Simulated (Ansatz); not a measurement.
# CH3 on Ag(100), bridge start, 2x2 cell: photoemission fingerprints, part 4 of 4

What would XPS and UPS show for CH3 on Ag(100), bridge start, 2x2 cell? Spin–orbit coupling is left out of the bands throughout.

Ansatz 0.2.0; DFT, PBE, plane-wave PAW, scalar-relativistic; PAW set soft_1 (the session's first sound run).

So far. Step 2 (The clean face): At the Fermi level the DOS is 1.37 states/eV a cell. Step 4 (Bands by layer): The largest force component on a free atom is 0.012 eV/Å, so the atoms are at rest for these settings too. At the Fermi level the DOS is 7.16 states/eV a cell.

## 9. Other settings: kpoints.mp_grid.shift = [0.5, 0.5, 0.0]

This step: DFT, PBE, plane-wave PAW, scalar-relativistic; changed: kpoints.mp_grid.shift = [0.5, 0.5, 0.0] (Ansatz 0.2.0).

System of this step: Ag20H3C. The cell holds 24 atoms: 3 H, 1 C and 20 Ag. Its edges and angles: a = 5.869 Å, b = 5.869 Å, c = 25.210 Å, α = 90.0°, β = 90.0°, γ = 90.0°. It derives from Ag. How the cell was made: adsorbate; added: CH3; site: bridge; coverage 0.25 monolayer; cell: 2x2; on one face. Regions: ad, 4 atoms (3 H and 1 C); L1, 4 atoms (4 Ag); L2, 4 atoms (4 Ag); L3, 4 atoms (4 Ag); rest, 8 atoms (8 Ag). Vacuum lies along c.

Some settings are changed to see whether the read-outs move.

Input file input.yaml:

```yaml
crystal:
  lattice:
    - [5.8689862838, 0.0, 0.0]
    - [0.0, 5.8689862838, 0.0]
    - [0.0, 0.0, 25.21]
  atoms:
    - { symbol: H, position: [0.343940627, 9.2612e-05, 0.7158265305] }
    - { symbol: H, position: [0.0884209631, 0.1540240043, 0.7293072374] }
    - { symbol: H, position: [0.0885258206, 0.8459751339, 0.7293073455] }
    - { symbol: C, position: [0.1576934949, 2.09619e-05, 0.710761258] }
    - { symbol: Ag, position: [-0.0005457358, 2.6334e-06, 0.6313648678] }
    - { symbol: Ag, position: [0.4923682178, 2.5219e-06, 0.6253576105] }
    - { symbol: Ag, position: [0.0029137959, 0.5000012159, 0.6234680689] }
    - { symbol: Ag, position: [0.5047662315, 0.5000028593, 0.6228058034] }
    - { symbol: Ag, position: [0.2488625897, 0.2495364519, 0.5436604982] }
    - { symbol: Ag, position: [0.7519795936, 0.2443486048, 0.5454184199] }
    - { symbol: Ag, position: [0.2488619139, 0.7504658394, 0.5436607746] }
    - { symbol: Ag, position: [0.7519810506, 0.7556550702, 0.5454192219] }
    - { symbol: Ag, position: [0.0, 0.0, 0.462118207] }
    - { symbol: Ag, position: [0.5, 0.0, 0.462118207] }
    - { symbol: Ag, position: [0.0, 0.5, 0.462118207] }
    - { symbol: Ag, position: [0.5, 0.5, 0.462118207] }
    - { symbol: Ag, position: [0.25, 0.25, 0.379809599] }
    - { symbol: Ag, position: [0.75, 0.25, 0.379809599] }
    - { symbol: Ag, position: [0.25, 0.75, 0.379809599] }
    - { symbol: Ag, position: [0.75, 0.75, 0.379809599] }
    - { symbol: Ag, position: [0.0, 0.0, 0.297500992] }
    - { symbol: Ag, position: [0.5, 0.0, 0.297500992] }
    - { symbol: Ag, position: [0.0, 0.5, 0.297500992] }
    - { symbol: Ag, position: [0.5, 0.5, 0.297500992] }
kpoints:
  mp_grid: { grid: [6, 6, 1], shift: [0.5, 0.5, 0.0] }
scf:
  occupations: { method: fermi_dirac, width: 0.05 }
  n_extra_bands: 26
hamiltonian:
  xc: pbe
  pseudopotentials: { kind: paw, azcp: { folder: soft_1 } }
output:
  forces: true
  write_potential: true
  volumetric_format: []
  dos:
    projected:
      site_lists:
        adsorbate: [0, 1, 2, 3]
        layer_1: [4, 5, 6, 7]
        layer_2: [8, 9, 10, 11]
        layer_3: [12, 13, 14, 15]
        other_layers: [16, 17, 18, 19, 20, 21, 22, 23]
    de: 0.05
    e_range: [-30, 12]
    method: { smearing: { sigma: 0.15, scheme: gaussian } }
efield:
  axis: 3
  dipole_correction: true
```

Run with:

```bash
> ansatz run input.yaml --threads 8 --pin off --max-ram 40960MiB --backend cuda --events-out ev --progress --plain --runs-dir out
```

Numbers of over 12 decimals in the logs are rounded to 6 here.

What it wrote:

```text
[...]
Crystal: 24 atoms, lattice volume = 868.358 Å³
Basis set: ecut = 420 eV, 16937 PW (Γ), exchange–correlation on 80×80×360 points (8 copies of the dense FFT grid, shifted against one another)
Bands: 220, of which v1, the nominal top of the filled ones, is band 194 counted from 1 (193 counted from 0)
Symmetry: 1 space group operations
[...]
k-points: 18 of 36 (time reversal used)
[...]
SCF iter   1: F=—  HF=-152115.325744 eV  |F-HF|=—  |Δ(HF+E_count)|=         —  Δρ=4.98e-2  dr2=3.04e1  ethr=3.10e-3  p=0.000 e·Å  D=7.16e-7 V/Å  ΔV_dip=-0.00 eV  dr2_dipole=1.70e0  V_vac-E_F(+/−)=4.74/4.74 eV  ⟨swp⟩=6.0  Hψ=14848  notcnv=0  defer=105
[...]
SCF iter   6: F=—  HF=-152107.140109 eV  |F-HF|=—  |Δ(HF+E_count)|=   4.55e-3  Δρ=3.56e-4  dr2=2.31e-3  ethr=2.00e-6  p=-0.024 e·Å  D=-5.03e-3 V/Å  ΔV_dip=0.13 eV  dr2_dipole=8.01e-4  V_vac-E_F(+/−)=4.42/4.29 eV  ⟨swp⟩=2.1  Hψ=7031  notcnv=0  defer=296
[...]
SCF 1 converged in 12 iterations: F = -152107.137398 eV  dr2 = 2.13e-8
[...]
SCF converged after 12 iterations
[...]
```

Wall time 4.5 s (1 × NVIDIA GB200 with 8 threads of Arm Neoverse V2, shared host); peak memory 1.7 GiB.

Numbers from this step:

| Property | Result |
| --- | --- |
| free energy | -152107.1374 eV |
| energy at zero smearing | -152107.1105 eV |
| smearing term TS | 0.05383 eV |
| Fermi energy | 4.331 eV |
| share of occupied states in no projected shell | 0.0097 of the occupied states in the window |
| DOS at the Fermi level | 6.059 states/eV/cell |
| work function, upper face | 4.391 eV |
| work function, lower face | 4.279 eV |

The DOS has structure finer than the step of the table below, so its rows give means over 1 eV, whole bins alone (the curve runs from -14.2 to 5.62 eV). Peaks (eV: height): total -5.4: 63.2, -3.1: 83.5, 5.2: 14.6; Ag 4d -3.1: 81.4; Ag 5s -5.8: 6.56, -1.0: 4.13, 0.7: 4.11, 3.5: 4.19; Ag 5p* 2.3: 4.94, 3.5: 6.94, 5.2: 11.9; C 2p -5.7: 3.73, -0.2: 0.565.

* holds the states left over by the projection beside any projected weight of its own. DOS against E, zero at the Fermi level; means over each step; values in states/eV/cell:

```
E (eV)   total   Ag 4d   Ag 5s   Ag 5p*     C 2p     H 1s     C 2s
   -13  0.0239  3.4e-4  4.9e-4   1.9e-5   1.7e-4  0.00958   0.0129
   -12    1.98  0.0283  0.0402  0.00193   0.0137    0.792     1.07
   -11       0       0       0        0        0        0        0
   -10       0       0       0        0        0        0        0
    -9       0       0       0        0        0        0        0
    -8       0       0  7.6e-5        0        0        0        0
    -7   0.925  0.0219   0.894  0.00713  0.00137   9.1e-4   2.5e-4
    -6    26.7    19.8    4.53    0.145     1.37    0.827  0.00220
    -5    60.0    54.9    3.27    0.411    0.866    0.492  0.00123
    -4    70.1    67.3    1.86    0.445    0.387    0.164  0.00318
    -3    53.7    51.6    1.61    0.163    0.216    0.111  0.00226
    -2    5.09    2.04    2.62    0.183    0.231   0.0134  0.00409
    -1    5.78    1.36    3.40    0.588    0.389   0.0117   0.0232
     0    5.51   0.793    3.18     1.19    0.292   0.0101   0.0353
     1    6.69   0.591    3.37     2.53    0.146   0.0205   0.0393
     2    6.34   0.317    2.39     3.46   0.0624   0.0627   0.0528
     3    7.38   0.312    2.97     3.93   0.0461   0.0798   0.0470
     4    7.62   0.195    2.19     4.92   0.0515    0.170   0.0905
     5    11.9   0.196    1.84     9.43    0.101    0.250   0.0524
```

The two runs compared:

```
                               quantity  this run  base run  difference
         work function, upper face (eV)    4.3909    4.3989    -0.00800
         work function, lower face (eV)     4.279    4.3026     -0.0236
DOS at the Fermi level (states/eV/cell)    6.0592    7.1621       -1.10
```

The work function move by 0.02 eV at most against the base run, so this change doesn't matter for them.

## 10. Outcome

| Quantity | Value |
| --- | --- |
| work function | 4.40 eV (other face 4.30 eV) |
| change from the clean face | +0.20 eV |
| Ag 4d centre of the filled part above −10 eV, from the plotted curve, layer 1 | -3.98 eV |
| Ag 4d centre of the filled part above −10 eV, from the plotted curve, layer 3 | -4.20 eV |
| Ag core shifts among the listed atoms, from the last listed one | -0.08 to +0.00 eV |

The Fermi level of CH3 on Ag(100), bridge start, 2x2 cell lies 4.40 eV (other face 4.30 eV) below the vacuum, a change of +0.20 eV from the clean face. Only the strongest levels a point were stored, too few to count surface states. After relaxation C4 stands 2.14 Å above the top layer, bonded to 1 Ag atom at 2.21 Å. The bare lower face differs from the lower face of the clean 1×1 slab by 0.09 eV, a measure of the error from mesh and slab. Core shifts by the Z+1 route: Ag -0.08 to +0.00 eV. At 21.2 eV the valence spectrum has its highest listed peak within 10.8 eV at 3.5 eV (Ag 4d). At 1486.7 eV the valence spectrum has its highest listed peak within 13 eV at 3.5 eV (Ag 4d). The shell named is the one with most of the intensity, cross sections included, not always the one with most states there. Spin–orbit coupling is left out, which matters for the heavy atoms here. The slab's own atoms span 8.4 Å, so bulk bands appear as a few quantum-well levels, and states of the two faces can mix.

[Logs are printed without paths, hosts, clocks, repeated set-up lines and the standing remarks that a program may print on its own settings, such as how far it seeks lower states.]

[Hosts, paths, dates, database ids (printed as entryN), source tags and the programs' standing remarks are cut or masked in the printed files.]

[Maps of the electrostatic potential energy from Ansatz leave out the sawtooth potential of an applied field or a dipole correction, so their vacuum need not be flat; work functions include it.]
